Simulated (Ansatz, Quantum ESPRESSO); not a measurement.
# Equation of state of fcc Pd

How stiff is fcc Pd under hydrostatic load? Each row scales the relaxed cell evenly and relaxes the atoms. The phase is followed to these pressures whether or not it stays the stable one.

Calculated with Ansatz 0.2.0, PBEsol, PAW files of the set soft_1, cutoff 600 eV, Fermi–Dirac smearing 0.05 eV, k-mesh 19×19×19, no spin polarisation, no spin-orbit coupling.

Reference cell, relaxed at zero pressure with PBEsol (Fm-3m): a = 2.7406 Å, b = 2.7406 Å, c = 2.7406 Å, α = 60.00°, β = 60.00°, γ = 60.00°.

```csv
atom,x,y,z
Pd,0.0000,0.0000,0.0000
```

```csv
V (Å³/atom),V/V0,P (GPa),E − E0 (meV/atom)
13.6826,0.9400,14.934,38.1
14.2649,0.9800,4.353,3.9
14.8471,1.0200,−3.820,3.5
15.1383,1.0400,−7.173,13.6
15.4294,1.0600,−10.114,29.4
```

V0 = 14.5560 Å³ an atom, where the residual pressure P0 is 0.000 GPa. **Question.** Fit the Birch–Murnaghan law and give the pressure and the energy at V = 13.9738 Å³ an atom, a row left out above.

With the Eulerian strain f = ½[(V0/V)^(2/3) − 1] and F = (P − P0)/[3f(1 + 2f)^(5/2)], the third-order law is the line F = B0 + (3/2) B0 (B′ − 4) f.

```
       f  F (GPa)
 0.02106   213.24
 0.00678   206.95
−0.00656   200.71
−0.01291   197.79
−0.01905   195.01
```

A straight line through the 5 rows: the means are −0.002136 for f and 202.74 for F, Σ(Δx)² = 0.001039 and ΣΔxΔy = 0.4742, so the slope is 0.4742/0.001039 = 456.23 and the intercept 202.74 − (456.23)(−0.002136) = 203.71.

Hence B0 = 203.7 GPa and B′ = 4 + (456.2)/(1.5 × 203.7) = 5.49. For the withheld volume f = 0.01379, F = 210.01 GPa and P = 9.30 GPa. The run itself gives 9.30 GPa, so the estimate misses by 0.00 GPa, a rounding's worth.

Integrating the same law gives E − E0 = (9/2) B0 V0 f²[1 + (B′ − 4) f] + P0(V0 − V), with 1 GPa Å³ = 6.2415 meV: 16.2 meV an atom. The run itself gives 16.2 meV, so the estimate misses by 0.0 meV, a rounding's worth.

The same fit over all rows at other levels or in other programs gives B0 = 205 GPa with PBEsol (Quantum ESPRESSO, GBRV).

Measured volume: 14.750 Å³ an atom (doi:10.1016/0022-5088(81)90140-5), so V0 is −1.3 % off. A stiffness follows the volume as d ln B/d ln V = −B′, which moves B0 by about −7 % when it is taken at the measured volume.

The calculation is for a static lattice, while measurements hold thermal and zero-point motion.

[Logs are printed without paths, hosts, clocks, repeated set-up lines and the standing remarks that a program may print on its own settings, such as how far it seeks lower states.]
